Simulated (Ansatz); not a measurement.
## (SrO)1(LiCl)3 [001] superlattice, started as rocksalt type: relaxing the cell for a phonon run

Wanted: the relaxed cell of (SrO)1(LiCl)3 [001] superlattice, started as rocksalt type.

Main program and level: Ansatz 0.2.0; DFT PBEsol, scalar-relativistic, plane waves, PAW.

The structure was built from a prototype and need not be the compound's stable phase.

### 1. The structure

The structure is tetragonal, space group P4/mmm (No. 123). The conventional cell has a = 3.638 Å, b = 3.638 Å, c = 10.290 Å, α = 90.00°, β = 90.00°, γ = 90.00°. Nearest to Cl lie 1 Sr at 2.57 Å and 5 Li at 2.57 Å. Nearest to Cl lie 6 Li at 2.57 Å. Li has 5 Cl at 2.57 Å and 1 O at 2.57 Å nearest. Nearest to Li lie 6 Cl at 2.57 Å. O has 4 Sr at 2.57 Å and 2 Li at 2.57 Å nearest. Nearest to Sr lie 2 Cl at 2.57 Å and 4 O at 2.57 Å. Farther neighbours and most contacts between anions are not listed.

### 2. A coarse first look

A quick single point on a coarse mesh tells whether the cell has a gap and how far it is from rest, which sets the k mesh and smearing that follow.

File input.yaml:

```yaml
crystal:
  lattice:
    - [2.5725, 2.5725, 0.0]
    - [-2.5725, 2.5725, 0.0]
    - [0.0, 0.0, 10.29]
  atoms:
    - { symbol: Cl, position: [0.0, 0.0, 0.25] }
    - { symbol: Cl, position: [0.5, 0.5, 0.5] }
    - { symbol: Cl, position: [0.0, 0.0, 0.75] }
    - { symbol: Li, position: [0.5, 0.5, 0.25] }
    - { symbol: Li, position: [0.0, 0.0, 0.5] }
    - { symbol: Li, position: [0.5, 0.5, 0.75] }
    - { symbol: O, position: [0.5, 0.5, 0.0] }
    - { symbol: Sr, position: [0.0, 0.0, 0.0] }
kpoints:
  mp_grid: { grid: [6, 6, 2] }
hamiltonian:
  xc: pbesol
scf:
  occupations: { method: gaussian, width: 0.1 }
output:
  forces: true
  stress: true
  eigenvalues: true
```

The run is started by

```console
ansatz run input.yaml --threads 8 --pin off --max-ram 14336MiB --backend cpu --events-out ev --progress --plain --runs-dir out
```

Numbers of over 12 decimals in the logs are rounded to 6 here.

The program printed:

```text
Engine: ansatz 0.2.0, aarch64-unknown-linux-gnu
Pseudopotentials: kind: paw
Pseudopotential: Cl, paw, valence charge 7, recommended cutoff 420 eV (normal), Cl.paw.azcp
Pseudopotential: Li, paw, valence charge 3, recommended cutoff 420 eV (normal), Li.paw.azcp
Pseudopotential: O, paw, valence charge 6, recommended cutoff 420 eV (normal), O.paw.azcp
[...]
k-point 0: bands = [... 19 lower, 2.1953, 4.4131, 5.3313, 5.3313, 8.5154, 9.2510, 9.9052, 10.4834, ... 3 higher]
  k-point 1: bands = [... 19 lower, 2.1278, 4.3854, 5.3308, 5.3308, 9.0295, 9.2759, 9.2764, 10.4446, ... 3 higher]
  k-point 2: bands = [... 19 lower, 2.2536, 4.4175, 4.7938, 5.0532, 9.1176, 9.8954, 10.0269, 10.3655, ... 3 higher]
  k-point 19: bands = [... 19 lower, 1.8201, 4.5487, 5.1052, 5.1052, 9.7682, 9.7682, 10.5233, 10.6311, ... 3 higher]
[key lines of the parts left out:]
SCF converged after 7 iterations
Free energy (F): -7857.508154 eV
Fermi energy:    6.925395 eV
P = ⅓ Tr σ = 0.8278 GPa (8.278 kbar)
```

It took 1.2 s on 8 threads of Arm Neoverse V1, shared host; peak memory 0.55 GiB; 7.2 s of CPU time.

A gap read on the k-mesh alone can miss the band edges.

Numbers from this step:

| Property | Result |
| --- | --- |
| pressure | 0.8278 GPa |
| gap on the k-mesh | 3.184 eV |
| volume per atom | 17.02 Å³ |
| direct gap on mesh | 3.184 eV |

The coarse mesh shows a gap of 3.18 eV and a pressure of 0.8 GPa.

### 3. Rough relaxation

A rough relaxation comes first, because large forces or stress need no tight tolerances yet.

input.yaml: that of step 2 with these lines changed.

```diff
@@ -24 +24,6 @@
   eigenvalues: true
+relax:
+  adjacent_minimum: "off"
+  f_tol: 0.05
+  max_steps: 80
+  cell: { stress_tol: 0.5 }
```

The program printed:

```text
[...]
Crystal: 8 atoms, lattice volume = 136.193 Å³
Basis set: ecut = 420 eV, 2595 PW (Γ), exchange–correlation on 50×50×144 points (8 copies of the dense FFT grid, shifted against one another)
Bands: 31, of which v1, the nominal top of the filled ones, is band 23 counted from 1 (22 counted from 0)
Symmetry: 16 space group operations
[...]
k-points: 20 of 72
[...]
- [2.503504, 2.503504, 0.0]
    - [-2.503504, 2.503504, 0.0]
    - [0.0, 0.0, 10.692963]
  atoms:
    - { symbol: Cl, position: [0, 0, 0.262758] }
    - { symbol: Cl, position: [0.5, 0.5, 0.5] }
    - { symbol: Cl, position: [0, 0, 0.737242] }
    - { symbol: Li, position: [0.5, 0.5, 0.224116] }
    - { symbol: Li, position: [0, 0, 0.5] }
    - { symbol: Li, position: [0.5, 0.5, 0.775884] }
    - { symbol: O, position: [0.5, 0.5, 0.0] }
    - { symbol: Sr, position: [0, 0, 0.0] }
[key lines of the parts left out:]
SCF converged after 6 iterations
Free energy (F): -7858.080602 eV
Fermi energy:    6.542960 eV
P = ⅓ Tr σ = 0.0586 GPa (0.586 kbar)
```

Elapsed: 7 s, on 8 threads; peak memory 0.59 GiB; 46 s of CPU time.

The steps of the relaxation:

```tsv
step	energy less that of the first step (eV)	largest force component (eV/Å)	pressure (GPa)	volume (Å³)
1	0.0000	2.0974	0.83	136.19
2	-0.5151	0.1320	-0.72	135.24
3	-0.5459	0.0865	0.12	132.97
4	-0.5656	0.0476	0.36	132.79
5	-0.5725	0.0261	0.06	134.04
6*	-0.5724	0.0261	0.06	134.04
```

Relaxation steps marked * repeat the geometry before them on a plane-wave basis chosen anew for their cell, so energy and pressure can jump there.

Forces are held to the 16 operations that the run works with; a distortion that breaks them can't arise in this run.

```tsv
conventional cell, symmetrised	before	after	change
a (Å)	3.638	3.540	-2.7 %
b (Å)	3.638	3.540	-2.7 %
c (Å)	10.290	10.693	+3.9 %
volume (Å³/atom)	17.02	16.75	-1.6 %
```

The atoms that moved most (Å, as changes of fractional coordinates times the final cell):

```tsv
atom	dx	dy	dz	length
Li4	0.000	0.000	-0.277	0.277
Li6	0.000	0.000	0.277	0.277
Cl1	0.000	0.000	0.136	0.136
Cl3	0.000	0.000	-0.136	0.136
```

Numbers from this step:

| Item | Value |
| --- | --- |
| pressure | 0.05855 GPa |
| gap on the k-mesh | 4.119 eV |
| volume per atom | 16.75 Å³ |
| direct gap on mesh | 4.119 eV |

In this step the volume went from 17.02 to 16.75 Å³/atom.

### 4. Relaxation

The cell and atoms are relaxed, since residual forces and stress would shift the frequencies.

File input.yaml:

```yaml
crystal:
  lattice:
    - [2.5035043293, 2.5035043293, 0.0]
    - [-2.5035043293, 2.5035043293, 0.0]
    - [0.0, 0.0, 10.692962655]
  atoms:
    - { symbol: Cl, position: [0.0, 0.0, 0.2627577805] }
    - { symbol: Cl, position: [0.5, 0.5, 0.5] }
    - { symbol: Cl, position: [0.0, 0.0, 0.7372422195] }
    - { symbol: Li, position: [0.5, 0.5, 0.2241161823] }
    - { symbol: Li, position: [0.0, 0.0, 0.5] }
    - { symbol: Li, position: [0.5, 0.5, 0.7758838177] }
    - { symbol: O, position: [0.5, 0.5, 0.0] }
    - { symbol: Sr, position: [0.0, 0.0, 0.0] }
kpoints:
  mp_grid: { grid: [6, 6, 2] }
hamiltonian:
  xc: pbesol
scf:
  occupations: { method: gaussian, width: 0.02 }
output:
  forces: true
  stress: true
  eigenvalues: true
relax:
  adjacent_minimum: "off"
  f_tol: 0.005
  max_steps: 80
  cell: { stress_tol: 0.05 }
```

The program printed:

```text
[...]
Crystal: 8 atoms, lattice volume = 134.037 Å³
Basis set: ecut = 420 eV, 2631 PW (Γ), exchange–correlation on 48×48×144 points (8 copies of the dense FFT grid, shifted against one another)
Bands: 31, of which v1, the nominal top of the filled ones, is band 23 counted from 1 (22 counted from 0)
Symmetry: 16 space group operations
[...]
k-points: 20 of 72
[...]
SCF iter   1: F=—  HF=-7858.104527 eV  |F-HF|=—  |Δ(HF+E_count)|=         —  Δρ=7.62e-3  dr2=8.90e-2  ethr=1.77e-3  ⟨swp⟩=10.7  Hψ=3656  notcnv=0  defer=1
[...]
SCF iter   7: F=-7858.080602 eV  HF=-7858.080602 eV  |F-HF|=1.32e-9  |Δ(HF+E_count)|=   2.52e-8  Δρ=1.96e-6  dr2=7.18e-9  ethr=2.17e-10  ⟨swp⟩=11.7  Hψ=3157  notcnv=0
SCF 1 converged in 7 iterations: F = -7858.080602 eV  dr2 = 7.18e-9
[...]
relax step   1: F+E_penalty+E_count = -7858.08060175 eV  Δ(F+E_penalty+E_count) = +0.000e0 eV  max|allowed force component| = 2.608e-2 eV/Å  Δτ_max = 0.0000 Å  P = +0.058 GPa  Ω = 134.037 Å³  (7 SCF iters, dr2 threshold 1.00e-7 eV, accepted)
Crystal: 8 atoms, lattice volume = 134.236 Å³
[...]
SCF iter   6: F=-7858.080995 eV  HF=-7858.080995 eV  |F-HF|=2.15e-10  |Δ(HF+E_count)|=   3.16e-9  Δρ=1.05e-6  dr2=1.64e-9  ethr=5.53e-11  ⟨swp⟩=3.5  Hψ=2407  notcnv=0
SCF 2 converged in 6 iterations: F = -7858.080995 eV  dr2 = 1.64e-9
relax step   2: F+E_penalty+E_count = -7858.08099534 eV  Δ(F+E_penalty+E_count) = -3.936e-4 eV  max|allowed force component| = 2.454e-2 eV/Å  Δτ_max = 0.0096 Å  P = +0.038 GPa  Ω = 134.236 Å³  energy of the carried Pulay correction = -1.252e-4 eV  (6 SCF iters, dr2 threshold 4.25e-8 eV, accepted)
Crystal: 8 atoms, lattice volume = 134.352 Å³
[...]
SCF iter   6: F=-7858.081648 eV  HF=-7858.081648 eV  |F-HF|=4.87e-10  |Δ(HF+E_count)|=   3.38e-8  Δρ=1.14e-6  dr2=1.90e-9  ethr=8.18e-11  ⟨swp⟩=6.7  Hψ=2507  notcnv=0
SCF 3 converged in 6 iterations: F = -7858.081648 eV  dr2 = 1.90e-9
relax step   3: F+E_penalty+E_count = -7858.08164768 eV  Δ(F+E_penalty+E_count) = -6.523e-4 eV  max|allowed force component| = 1.289e-2 eV/Å  Δτ_max = 0.0237 Å  P = +0.029 GPa  Ω = 134.352 Å³  energy of the carried Pulay correction = -1.985e-4 eV  (6 SCF iters, dr2 threshold 3.76e-8 eV, accepted)
[...]
relax step   4: F+E_penalty+E_count = -7858.08172179 eV  Δ(F+E_penalty+E_count) = -7.411e-5 eV  max|allowed force component| = 1.794e-3 eV/Å  Δτ_max = 0.0182 Å  P = -0.008 GPa  Ω = 134.533 Å³  energy of the carried Pulay correction = -3.122e-4 eV  (6 SCF iters, dr2 threshold 1.46e-8 eV, accepted)
[...]
SCF iter   8: F=-7858.082042 eV  HF=-7858.082042 eV  |F-HF|=1.82e-12  |Δ(HF+E_count)|=  1.82e-12  Δρ=2.90e-9  dr2=5.68e-15  ethr=1.00e-12  ⟨swp⟩=1.9  Hψ=1474  notcnv=0
SCF 5 converged in 8 iterations: F = -7858.082042 eV  dr2 = 5.68e-15
relax step   5: F+E_penalty+E_count = -7858.08204179 eV  Δ(F+E_penalty+E_count) = -3.200e-4 eV  max|allowed force component| = 1.782e-3 eV/Å  Δτ_max = 0.0000 Å  P = -0.004 GPa  Ω = 134.533 Å³  stress off target by 7.35e-3 GPa  SCF on the basis re-selected at this cell (its energy is not comparable with the rows above)  (8 SCF iters)
basis re-selected at this cell: Δ(F+E_penalty+E_count) = -3.200e-4 eV, ΔP = +0.004 GPa vs the last step (what re-selecting the basis moved, of the pressure what is left beyond the Pulay correction that the steps carried, after the strain that the cell walked since its last selection, with what the two solves' SCF thresholds leave and, on support functions, any second-order correction that the steps lacked; it is no m [...]
SCF converged after 8 iterations
Free energy (F): -7858.082042 eV
[...]
Internal energy: -7858.082042 eV  (E = F + TS)
E sigma→0 (E₀):  -7858.082042 eV
Fermi energy:    6.418569 eV
[...]
--- Forces (eV/Å), atoms counted from 1 ---
  atom   1  Cl    -0.00000000     0.00000000    -0.00178204
  atom   2  Cl    -0.00000000    -0.00000000     0.00000000
  atom   3  Cl     0.00000000     0.00000000     0.00178204
  atom   4  Li    -0.00000000     0.00000000     0.00087418
  atom   5  Li    -0.00000000     0.00000000     0.00000000
  atom   6  Li     0.00000000     0.00000000    -0.00087418
  atom   7  O      0.00000000    -0.00000000     0.00000000
  atom   8  Sr     0.00000000     0.00000000     0.00000000
  max |Σ_I F_I| component: 1.08e-19 eV/Å
--- Stress (GPa, compression-positive) ---
       -0.007351      -0.000000      -0.000000
       -0.000000      -0.007351      -0.000000
       -0.000000      -0.000000       0.002401
  P = ⅓ Tr σ = -0.0041 GPa (-0.041 kbar)
--- Band table (eV; the first three rows and the last of 20) ---
  k-point 0: bands = [... 19 lower, 3.1438, 3.4958, 4.3330, 4.3330, 8.5040, 8.5428, 10.5213, 10.6389, ... 4 higher]
  k-point 1: bands = [... 19 lower, 3.1388, 3.3473, 4.3323, 4.3323, 8.5062, 8.9027, 9.6032, 11.2460, ... 4 higher]
  k-point 2: bands = [... 19 lower, 3.2063, 3.3610, 3.7676, 4.0090, 9.1117, 9.2353, 10.5588, 10.8235, ... 4 higher]
  k-point 19: bands = [... 19 lower, 2.7198, 3.4345, 4.1765, 4.1765, 8.8618, 8.8618, 10.3430, 10.8730, ... 4 higher]
--- Relaxed structure (4 steps of the walk, 4 accepted, 1 SCFs on fresh bases) ---
[...]
cell:  # Å, volume = 134.5329 Å³
    - [2.505822, 2.505822, 0.0]
    - [-2.505822, 2.505822, 0.0]
    - [0.0, 0.0, 10.712685]
  atoms:
    - { symbol: Cl, position: [0, 0, 0.261119] }
    - { symbol: Cl, position: [0.5, 0.5, 0.500000] }
    - { symbol: Cl, position: [0, 0, 0.738881] }
    - { symbol: Li, position: [0.5, 0.5, 0.219300] }
    - { symbol: Li, position: [0, 0, 0.500000] }
    - { symbol: Li, position: [0.5, 0.5, 0.780700] }
    - { symbol: O, position: [0.5, 0.5, 0.0] }
    - { symbol: Sr, position: [0, 0, 0.0] }
```

Elapsed: 5.2 s, on 8 threads; peak memory 0.59 GiB; 34 s of CPU time.

The steps of the relaxation:

```tsv
step	energy less that of the first step (eV)	largest force component (eV/Å)	pressure (GPa)	volume (Å³)
1	0.0000	0.0261	0.06	134.04
2	-0.0004	0.0245	0.04	134.24
3	-0.0010	0.0129	0.03	134.35
4	-0.0011	0.0018	-0.01	134.53
5*	-0.0014	0.0018	0.00	134.53
```

Relaxation steps marked * repeat the geometry before them on a plane-wave basis chosen anew for their cell, so energy and pressure can jump there.

Forces are held to the 16 operations that the run works with; a distortion that breaks them can't arise in this run.

```tsv
conventional cell, symmetrised	before	after	change
a (Å)	3.540	3.544	+0.1 %
b (Å)	3.540	3.544	+0.1 %
c (Å)	10.693	10.713	+0.2 %
volume (Å³/atom)	16.75	16.82	+0.4 %
```

The atoms that moved most (Å, as changes of fractional coordinates times the final cell):

```tsv
atom	dx	dy	dz	length
Li6	0.000	0.000	0.052	0.052
Li4	0.000	0.000	-0.052	0.052
Cl1	0.000	0.000	-0.018	0.018
Cl3	0.000	0.000	0.018	0.018
```

This step gave:

```
pressure           : -0.004101 GPa
gap on the k-mesh  : 4.171 eV
volume per atom    : 16.82 Å³
direct gap on mesh : 4.171 eV
```

In this step the volume went from 16.75 to 16.82 Å³/atom.

### 5. Tight relaxation

Phonons need a cell at rest on their own settings, so the relaxation is repeated with tight tolerances on forces and stress on the k mesh and occupations of the first response run.

File input.yaml:

```yaml
crystal:
  lattice:
    - [2.5058215505, 2.5058215505, 0.0]
    - [-2.5058215505, 2.5058215505, 0.0]
    - [0.0, 0.0, 10.7126848109]
  atoms:
    - { symbol: Cl, position: [0.0, 0.0, 0.2611185567] }
    - { symbol: Cl, position: [0.5, 0.5, 0.5] }
    - { symbol: Cl, position: [0.0, 0.0, 0.7388814433] }
    - { symbol: Li, position: [0.5, 0.5, 0.2192997044] }
    - { symbol: Li, position: [0.0, 0.0, 0.5] }
    - { symbol: Li, position: [0.5, 0.5, 0.7807002956] }
    - { symbol: O, position: [0.5, 0.5, 0.0] }
    - { symbol: Sr, position: [0.0, 0.0, 0.0] }
kpoints:
  mp_grid: { grid: [8, 8, 2] }
hamiltonian:
  xc: pbesol
scf:
  occupations: { method: fixed }
output:
  forces: true
  stress: true
  eigenvalues: true
relax:
  adjacent_minimum: "off"
  f_tol: 0.001
  max_steps: 60
  cell: { stress_tol: 0.01 }
```

The program printed:

```text
[...]
Crystal: 8 atoms, lattice volume = 134.533 Å³
Basis set: ecut = 420 eV, 2631 PW (Γ), exchange–correlation on 48×48×144 points (8 copies of the dense FFT grid, shifted against one another)
Bands: 31, of which v1, the nominal top of the filled ones, is band 23 counted from 1 (22 counted from 0)
Symmetry: 16 space group operations
[...]
k-points: 30 of 128
[...]
- [2.505398, 2.505398, 0.0]
    - [-2.505398, 2.505398, 0.0]
    - [0.0, 0.0, 10.716296]
  atoms:
    - { symbol: Cl, position: [0, 0, 0.261056] }
    - { symbol: Cl, position: [0.5, 0.5, 0.5] }
    - { symbol: Cl, position: [0, 0, 0.738944] }
    - { symbol: Li, position: [0.5, 0.5, 0.219300] }
    - { symbol: Li, position: [0, 0, 0.5] }
    - { symbol: Li, position: [0.5, 0.5, 0.780700] }
    - { symbol: O, position: [0.5, 0.5, 0.0] }
    - { symbol: Sr, position: [0, 0, 0.0] }
[key lines of the parts left out:]
SCF converged after 6 iterations
Free energy (F): -7858.082284 eV
Fermi energy:    4.334763 eV
P = ⅓ Tr σ = 0.0019 GPa (0.019 kbar)
```

Elapsed: 5.4 s, on 8 threads; peak memory 0.61 GiB; 38 s of CPU time.

Little changed from the start: no atom moved by 0.005 Å and no cell edge by 0.1 %.

This step gave:

```yaml
pressure: 0.001914 GPa
```

The largest force component left is 0.23 meV/Å and the pressure is 0.002 GPa, within the tolerances set. The cell now holds 16.82 Å³/atom.

### 6. Summary of results

| Property | Result |
| --- | --- |
| space group after relaxation (within 0.01 Å) | P4/mmm |
| lattice constant a | 3.543 Å |
| lattice constant b | 3.543 Å |
| lattice constant c | 10.716 Å |
| volume per atom | 16.8 Å³ |
| gap on the k-mesh | 4.17 eV |

The largest force component left is 0.23 meV/Å and the pressure is 0.002 GPa, within the tolerances set. The cell now holds 16.82 Å³/atom. The relaxation keeps the symmetry of its start, so it says nothing on stability against lower symmetry. The starting cell was built on a prototype and not taken from a measurement, so the phase need not exist.

[Logs are printed without paths, hosts, clocks, repeated set-up lines and the standing remarks that a program may print on its own settings, such as how far it seeks lower states.]

[Hosts, paths, dates, database ids (printed as entryN), source tags and the programs' standing remarks are cut or masked in the printed files.]
